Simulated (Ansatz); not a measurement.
# Structural relaxation of twisted 2H-MoTe2/1T-TiSe2 bilayer, 87.80° (78 atoms)

Aim: bring twisted 2H-MoTe2/1T-TiSe2 bilayer, 87.80° (78 atoms) to a nearby minimum of the energy and see what moves.

Program: Ansatz 0.2.0. Level of theory: Kohn-Sham DFT, PBE+D3(BJ), PAW (set soft_2, large core), plane waves. Results are calculated unless marked as measured.

## 1. The starting structure

The cell holds 78 atoms: 13 Mo, 26 Te, 13 Ti and 26 Se. Cell: a = 12.728 Å, b = 12.728 Å, c = 26.040 Å, α = 90.0°, β = 90.0°, γ = 120.0°. It derives from Te2Mo and TiSe2. 2H-MoTe2 (a = 3.52 Å) under 1T-TiSe2 (a = 3.54 Å), bilayer, commensurate cell of 13 unit cells a layer, twist 87.80 deg, both strained to the mean lattice constant; facing planes 3.34 Å apart; 16 Å of vacuum; layers as built, displaced by a Gaussian of 0.01 Å. Regions: layer 1, 39 atoms (13 Mo and 26 Te); layer 2, 39 atoms (13 Ti and 26 Se). Vacuum lies along c.

What the set-up can't give: The main run has no spin polarisation, so moments on Ti can't form in it, and no Hubbard term. Only the Γ point is sampled, in a cell whose shortest periodic width is 11 Å. The levels lack spin–orbit coupling, which is large for the heavy elements here.

## 2. Relaxation

With the cell held, the atoms are moved downhill towards a nearby minimum.

Input file input.yaml:

```yaml
crystal:
  lattice:
    - [12.7276, 0.0, 0.0]
    - [-6.3638, 11.02242, 0.0]
    - [0.0, 0.0, 26.04]
  atoms:
    - { symbol: Mo, position: [0.12921, 0.17983, 0.37627] }
    - { symbol: Te, position: [0.18077, 0.05185, 0.44597] }
    - { symbol: Te, position: [0.18048, 0.05166, 0.30784] }
    - { symbol: Mo, position: [0.20475, 0.48731, 0.37609] }
    [... 68 atom lines left out ...]
    - { symbol: Ti, position: [0.84688, 0.46194, 0.63331] }
    - { symbol: Se, position: [0.02552, 0.59003, 0.69217] }
    - { symbol: Se, position: [0.97327, 0.40899, 0.57365] }
    - { symbol: Ti, position: [0.92231, 0.23079, 0.63346] }
    - { symbol: Se, position: [0.10348, 0.35831, 0.69297] }
    - { symbol: Se, position: [0.05139, 0.18015, 0.57384] }
kpoints:
  mp_grid: { grid: [1, 1, 1] }
hamiltonian:
  xc: pbe
  dispersion: d3bj
  pseudopotentials: { kind: paw, core: large }
scf:
  occupations: { method: fermi_dirac, width: 0.025 }
output:
  forces: true
relax:
  f_tol: 0.05
  max_steps: 48
```

The run is started by

```bash
> ansatz run input.yaml --threads 4 --pin off --max-ram 8192MiB --backend cpu --events-out ev --progress --plain --runs-dir out
```

Run time: 7 min. Hardware: 4 threads of Arm Neoverse V2, shared host; peak memory 4.5 GiB.

The program notes that potentials were chosen by core size.

The steps of the relaxation:

| step | energy less that of the first step (eV) | largest force component (eV/Å) |
| --- | --- | --- |
| 1 | 0.0000 | 0.4708 |
| 2 | 0.2613 | 0.7857 |
| 3 | -0.4788 | 0.4446 |
| 4 | -0.5542 | 0.4257 |
| 5 | -0.7169 | 0.2657 |
| 6 | -0.6754 | 0.4325 |
| 7 | -0.8524 | 0.1425 |
| 8 | -0.8333 | 0.3797 |
| 9 | -0.8771 | 0.0521 |
| 10 | -0.8841 | 0.0267 |

Relaxation steps 2, 6, 8 were tried and not accepted.

The atoms that moved most (Å):

| atom | dx | dy | dz | length |
| --- | --- | --- | --- | --- |
| Ti55 | 0.096 | 0.083 | -0.015 | 0.128 |
| Ti67 | 0.082 | 0.070 | -0.052 | 0.119 |
| Ti76 | 0.096 | 0.056 | -0.029 | 0.115 |
| Ti61 | 0.087 | 0.067 | -0.030 | 0.114 |
| Ti46 | 0.071 | 0.084 | -0.028 | 0.114 |
| Ti49 | 0.089 | 0.055 | -0.027 | 0.108 |
| Ti64 | 0.088 | 0.054 | -0.023 | 0.106 |
| Ti58 | 0.067 | 0.080 | -0.013 | 0.106 |

The relaxation changed the energy by -11.3 meV/atom, and atoms moved by 0.058 Å r.m.s., 0.13 Å at most.

## 3. Local order after relaxation

Normalised to the volume that the atoms fill. Pair distribution functions g(r), in bins of 0.2 Å:

| r (Å) | total | Se-Se | Se-Te | Se-Mo | Se-Ti | Te-Te | Te-Mo |
| --- | --- | --- | --- | --- | --- | --- | --- |
| 2.40 | 1.05 | 0.00 | 0.00 | 0.00 | 9.45 | 0.00 | 0.00 |
| 2.60 | 1.49 | 0.00 | 0.00 | 0.00 | 13.37 | 0.00 | 0.00 |
| 2.80 | 2.41 | 0.00 | 0.00 | 0.00 | 0.81 | 0.00 | 20.90 |
| 3.00 | 0.00 | 0.00 | 0.00 | 0.00 | 0.00 | 0.00 | 0.00 |
| 3.20 | 0.00 | 0.00 | 0.00 | 0.00 | 0.00 | 0.00 | 0.00 |
| 3.40 | 0.11 | 0.33 | 0.25 | 0.00 | 0.00 | 0.17 | 0.00 |
| 3.60 | 4.59 | 13.18 | 0.69 | 0.00 | 0.00 | 14.32 | 0.00 |
| 3.80 | 0.60 | 4.59 | 0.40 | 0.00 | 0.00 | 0.00 | 0.00 |
| 4.00 | 0.08 | 0.00 | 0.37 | 0.00 | 0.00 | 0.00 | 0.00 |
| 4.20 | 0.36 | 0.00 | 0.18 | 0.00 | 2.88 | 0.00 | 0.00 |
| 4.40 | 1.45 | 0.00 | 0.41 | 0.00 | 4.41 | 0.00 | 7.80 |
| 4.60 | 0.17 | 0.00 | 0.33 | 0.00 | 0.88 | 0.00 | 0.00 |
| 4.80 | 0.08 | 0.00 | 0.26 | 0.00 | 0.00 | 0.00 | 0.00 |
| 5.00 | 0.84 | 0.31 | 0.24 | 0.08 | 0.00 | 6.10 | 0.00 |
| 5.20 | 0.51 | 2.65 | 0.48 | 0.44 | 0.00 | 0.00 | 0.00 |
| 5.40 | 0.48 | 0.00 | 0.10 | 0.68 | 2.92 | 0.00 | 0.00 |
| 5.60 | 1.44 | 0.00 | 0.35 | 0.13 | 3.92 | 0.00 | 7.85 |
| 5.80 | 0.78 | 0.00 | 0.32 | 0.90 | 3.02 | 0.00 | 1.76 |
| 6.00 | 0.27 | 0.43 | 0.28 | 0.17 | 0.00 | 0.32 | 0.00 |
| 6.20 | 1.88 | 7.72 | 0.13 | 0.94 | 0.00 | 3.82 | 0.00 |
| 6.40 | 0.18 | 0.00 | 0.44 | 0.29 | 0.00 | 0.00 | 0.00 |
| 6.60 | 0.21 | 0.00 | 0.43 | 0.50 | 0.00 | 0.00 | 0.00 |
| 6.80 | 0.23 | 0.00 | 0.37 | 0.56 | 0.00 | 0.00 | 0.00 |
| 7.00 | 1.45 | 3.10 | 0.69 | 0.16 | 0.00 | 4.34 | 0.00 |
| 7.20 | 0.48 | 0.00 | 0.59 | 0.57 | 0.00 | 1.84 | 0.00 |
| 7.40 | 0.59 | 0.00 | 0.62 | 0.44 | 2.68 | 0.00 | 0.00 |
| 7.60 | 1.14 | 0.00 | 0.55 | 0.18 | 2.82 | 0.00 | 5.40 |
| 7.80 | 0.28 | 0.00 | 0.64 | 0.52 | 0.00 | 0.00 | 0.00 |

Bonds by pair of elements; cutoffs follow the first minimum of g(r), held within bounds set by covalent radii, and pairs that aren't listed don't count as bonded:

| pair A-B | cutoff (Å) | bonds | mean length (Å) | spread (Å) | shortest (Å) | B about A | A about B |
| --- | --- | --- | --- | --- | --- | --- | --- |
| Se-Ti | 3.28 | 78 | 2.56 | 0.088 | 2.44 | 3 | 6 |
| Te-Mo | 3.42 | 78 | 2.72 | 0.004 | 2.71 | 3 | 6 |

How many atoms have how many bonded neighbours:

| element | mean | 3 | 6 |
| --- | --- | --- | --- |
| Mo | 6 | 0 | 13 |
| Se | 3 | 26 | 0 |
| Te | 3 | 26 | 0 |
| Ti | 6 | 0 | 13 |

Bond angles, per cent of each kind in bins of 5°:

| angle (°) | Te-Mo-Te | Se-Ti-Se | Mo-Te-Mo | Ti-Se-Ti |
| --- | --- | --- | --- | --- |
| 75–80 | 0.0 | 0.0 | 3.9 | 0.0 |
| 80–85 | 60.0 | 8.2 | 96.2 | 19.2 |
| 85–90 | 0.0 | 41.5 | 0.0 | 74.4 |
| 90–95 | 0.0 | 16.9 | 0.0 | 6.4 |
| 95–100 | 0.0 | 13.3 | 0.0 | 0.0 |
| 100–105 | 0.0 | 0.0 | 0.0 | 0.0 |
| 105–110 | 0.0 | 0.0 | 0.0 | 0.0 |
| 110–115 | 0.0 | 0.0 | 0.0 | 0.0 |
| 115–120 | 0.0 | 0.0 | 0.0 | 0.0 |
| 120–125 | 0.0 | 0.0 | 0.0 | 0.0 |
| 125–130 | 0.0 | 0.0 | 0.0 | 0.0 |
| 130–135 | 0.0 | 0.0 | 0.0 | 0.0 |
| 135–140 | 40.0 | 0.0 | 0.0 | 0.0 |
| 140–145 | 0.0 | 0.0 | 0.0 | 0.0 |
| 145–150 | 0.0 | 0.0 | 0.0 | 0.0 |
| 150–155 | 0.0 | 0.0 | 0.0 | 0.0 |
| 155–160 | 0.0 | 0.0 | 0.0 | 0.0 |
| 160–165 | 0.0 | 0.0 | 0.0 | 0.0 |
| 165–170 | 0.0 | 0.0 | 0.0 | 0.0 |
| 170–175 | 0.0 | 14.9 | 0.0 | 0.0 |
| 175–180 | 0.0 | 5.1 | 0.0 | 0.0 |

Bond angles (no mean is given where the spread exceeds 20°):

| angle | count | mean (°) | spread (°) |
| --- | --- | --- | --- |
| Te-Mo-Te | 195 | - | - |
| Se-Ti-Se | 195 | - | - |
| Mo-Te-Mo | 78 | 80.8 | 0.6 |
| Ti-Se-Ti | 78 | 87 | 1.9 |

For some of the pairs, g(r) has its first main peak near 3.54 Å (Se-Se), 2.53 Å (Se-Ti), 3.54 Å (Te-Te) and 2.73 Å (Te-Mo). Counting bonds as in the table, all Mo atoms have 6, all Se atoms have 3, all Te atoms have 3 and all Ti atoms have 6 bonded neighbours.

## 4. Single point at the relaxed geometry

The electronic structure is read at the final geometry, in a run of its own.

Input file input.yaml:

```yaml
crystal:
  lattice:
    - [12.7276, 0.0, 0.0]
    - [-6.3638, 11.02242, 0.0]
    - [0.0, 0.0, 26.04]
  atoms:
    - { symbol: Mo, position: [0.12709, 0.17943, 0.37671] }
    - { symbol: Te, position: [0.17957, 0.05267, 0.44606] }
    - { symbol: Te, position: [0.17947, 0.0518, 0.30731] }
    - { symbol: Mo, position: [0.20724, 0.48765, 0.37671] }
    [... 68 atom lines left out ...]
    - { symbol: Ti, position: [0.85519, 0.46769, 0.63284] }
    - { symbol: Se, position: [0.02172, 0.58781, 0.69271] }
    - { symbol: Se, position: [0.9677, 0.40621, 0.57414] }
    - { symbol: Ti, position: [0.93239, 0.23585, 0.63235] }
    - { symbol: Se, position: [0.09864, 0.35737, 0.69245] }
    - { symbol: Se, position: [0.04788, 0.17683, 0.57349] }
kpoints:
  mp_grid: { grid: [1, 1, 1] }
hamiltonian:
  xc: pbe
  dispersion: d3bj
  pseudopotentials: { kind: paw, core: large }
scf:
  occupations: { method: fermi_dirac, width: 0.025 }
output:
  forces: true
  populations: true
  dos:
    method: { smearing: { sigma: 0.1 } }
    de: 0.1
    projected:
      site_lists:
        Mo: [Mo]
        Se: [Se]
        Te: [Te]
        Ti: [Ti]
        layer_1: [0, 1, 2, 3, 4, 5, 6, 7, 8, 9, 10, 11, 12, 13, 14, 15, 16, 17, 18, 19, 20, 21, 22, 23, 24, 25, 26, 27, 28, 29, 30, 31, 32, 33, 34, 35, 36, 37, 38]
        layer_2: [39, 40, 41, 42, 43, 44, 45, 46, 47, 48, 49, 50, 51, 52, 53, 54, 55, 56, 57, 58, 59, 60, 61, 62, 63, 64, 65, 66, 67, 68, 69, 70, 71, 72, 73, 74, 75, 76, 77]
  eigenvalues: true
  write_density: true
  write_potential: true
  volumetric_format: npy
  elf: true
```

Run time: 86 s. Hardware: 4 threads; peak memory 4.5 GiB.

Numbers from this run:

* free energy: -292613.8540 eV
* free energy per atom: -3751.4597 eV/atom
* SCF cycles: 16
* r.m.s. force component: 0.00714 eV/Å
* longest force: 0.03211 eV/Å
* Fermi energy: 2.088 eV
* gap (highest filled to lowest empty level): 0.4718 eV
* spilling of the projection: 0.006873

Löwdin charges by element (they lack the spilled electrons, 0.057 e an atom on average):

| element | coordination | atoms | mean charge (e) | spread | least | most |
| --- | --- | --- | --- | --- | --- | --- |
| Mo | all | 13 | -0.0486 | 8.0e-4 | -0.0498 | -0.0471 |
| Se | all | 26 | -0.320 | 0.012 | -0.336 | -0.307 |
| Te | all | 26 | 0.131 | 0.0125 | 0.117 | 0.152 |
| Ti | all | 13 | 0.769 | 0.0011 | 0.767 | 0.771 |

By region:

| region | atoms | mean length of the force (eV/Å) |
| --- | --- | --- |
| layer 1 | 39 | 0.002 |
| layer 2 | 39 | 0.016 |

States in the cell by windows of 0.5 eV, zero at the Fermi level; the larger projections on atomic orbitals stand beside the total:

| from (eV) | to (eV) | total | layer 1 | layer 2 | Se p | Te p | Mo d | Ti d |
| --- | --- | --- | --- | --- | --- | --- | --- | --- |
| -10 | -6 | 0.0 | 0.0 | 0.0 | 0.0 | 0.0 | 0.0 | 0.0 |
| -6 | -5.5 | 0.3 | 0.2 | 0.1 | 0.1 | 0.2 | 0.0 | 0.0 |
| -5.5 | -5 | 23.1 | 13.1 | 9.8 | 7.1 | 9.7 | 1.9 | 1.4 |
| -5 | -4.5 | 26.9 | 19.1 | 7.5 | 5.7 | 13.8 | 4.6 | 1.1 |
| -4.5 | -4 | 22.7 | 3.8 | 18.5 | 15.3 | 2.4 | 1.3 | 2.0 |
| -4 | -3.5 | 31.3 | 16.6 | 14.4 | 10.7 | 9.6 | 4.9 | 2.6 |
| -3.5 | -3 | 41.4 | 21.4 | 19.6 | 13.8 | 12.8 | 7.0 | 5.1 |
| -3 | -2.5 | 35.6 | 12.3 | 22.9 | 16.0 | 7.5 | 4.6 | 6.5 |
| -2.5 | -2 | 56.3 | 24.4 | 31.0 | 22.7 | 15.3 | 8.3 | 7.4 |
| -2 | -1.5 | 30.2 | 16.4 | 13.5 | 10.4 | 8.9 | 6.9 | 2.7 |
| -1.5 | -1 | 36.3 | 24.7 | 11.0 | 9.2 | 13.2 | 10.9 | 1.7 |
| -1 | -0.5 | 17.9 | 15.8 | 1.8 | 1.3 | 5.3 | 10.1 | 0.4 |
| -0.5 | 0 | 16.0 | 11.3 | 4.3 | 2.3 | 3.6 | 7.5 | 2.0 |
| 0 | 0.5 | 22.5 | 0.4 | 21.5 | 3.7 | 0.1 | 0.3 | 17.6 |
| 0.5 | 1 | 9.2 | 0.6 | 8.4 | 2.8 | 0.2 | 0.3 | 5.6 |
| 1 | 1.5 | 65.7 | 22.5 | 42.3 | 6.4 | 6.1 | 15.8 | 35.3 |
| 1.5 | 2 | 32.5 | 26.6 | 4.9 | 0.9 | 9.1 | 16.6 | 3.8 |

Between -26 and -10 eV lie 104 more states.

The stored curve holds about 442 of the 650 electrons; the rest, give or take the few that broadening carries across the Fermi level, lie in deeper levels below its range.

The levels nearest the highest filled one (over half full), pooled over k-points and spins:

| level less the highest filled one (eV) | occupation |
| --- | --- |
| -0.143 | 2 |
| -0.129 | 2 |
| -0.128 | 2 |
| -0.121 | 2 |
| -0.0024 | 2 |
| 0 | 2 |
| 0.472 | 0 |
| 0.479 | 0 |
| 0.487 | 0 |
| 0.491 | 0 |
| 0.509 | 0 |
| 0.522 | 0 |

Planar average of the electrostatic potential energy along the normal, with the Fermi level as zero, after a running mean with a triangular window 4 Å wide at its base:

| height (Å) | potential energy (eV) |
| --- | --- |
| 0.0 | 4.91 |
| 0.7 | 4.88 |
| 1.4 | 4.86 |
| 2.2 | 4.84 |
| 2.9 | 4.82 |
| 3.8 | 4.78 |
| 4.5 | 4.72 |
| 5.2 | 4.44 |
| 5.9 | 3.20 |
| 6.7 | 0.67 |
| 7.4 | -2.61 |
| 8.1 | -5.74 |
| 8.8 | -7.77 |
| 9.5 | -8.85 |
| 10.4 | -8.45 |
| 11.1 | -7.01 |
| 11.9 | -4.40 |
| 12.6 | -1.59 |
| 13.3 | -0.68 |
| 14.0 | -2.21 |
| 14.8 | -5.42 |
| 15.5 | -7.31 |
| 16.3 | -8.06 |
| 17.1 | -7.66 |
| 17.8 | -6.59 |
| 18.5 | -3.54 |
| 19.2 | 0.40 |
| 20.0 | 3.44 |
| 20.7 | 4.82 |
| 21.4 | 5.02 |
| 22.1 | 5.03 |
| 23.0 | 5.00 |
| 23.7 | 4.98 |
| 24.4 | 4.96 |
| 25.2 | 4.93 |
| 25.9 | 4.91 |

Mean Löwdin charges: Mo -0.05, Se -0.32, Te +0.13, Ti +0.77 e (they miss 0.69 % of the electrons, so they add up to more than the cell's charge). The largest share in the top eV of filled states is Mo d (47 % of the projected weight), and in the lowest eV of empty states Ti d (68 % of the projected weight). The potential slopes across the vacuum by 0.031 eV/Å: the slab bears a dipole, and with periodic images along the normal there is no flat vacuum level to read.

## 5. Results

| Item | Value |
| --- | --- |
| energy change in the relaxation | -11.33 meV/atom |
| r.m.s. displacement | 0.058 Å |
| largest displacement | 0.128 Å |
| free energy per atom | -3751.4597 eV/atom |
| r.m.s. force component | 0.00714 eV/Å |
| gap (highest filled to lowest empty level) | 0.4718 eV |
| wall time of the 2 DFT runs | 8.4 min |

In words: Relaxation lowers the energy by 11.3 meV/atom and moves atoms by 0.058 Å r.m.s. By the final cutoffs no bond was broken or made. From the first step to the last the energy fell by 0.884 eV, and the largest move was 0.13 Å (Ti55). Counting bonds as in the table, all Mo atoms have 6, all Se atoms have 3, all Te atoms have 3 and all Ti atoms have 6 bonded neighbours. Filled and empty levels are parted by 0.472 eV at Γ alone; the mesh holds the band edges only if they fold onto it, so the gap at this level can be narrower or closed.

What to keep in mind: The slab bears a dipole and has periodic images along its normal, so a spurious field crosses the vacuum.

[Logs are printed without paths, hosts, clocks, repeated set-up lines and the standing remarks that a program may print on its own settings, such as how far it seeks lower states.]

[Hosts, paths, dates, database ids (printed as entryN), source tags and the programs' standing remarks are cut or masked in the printed files.]
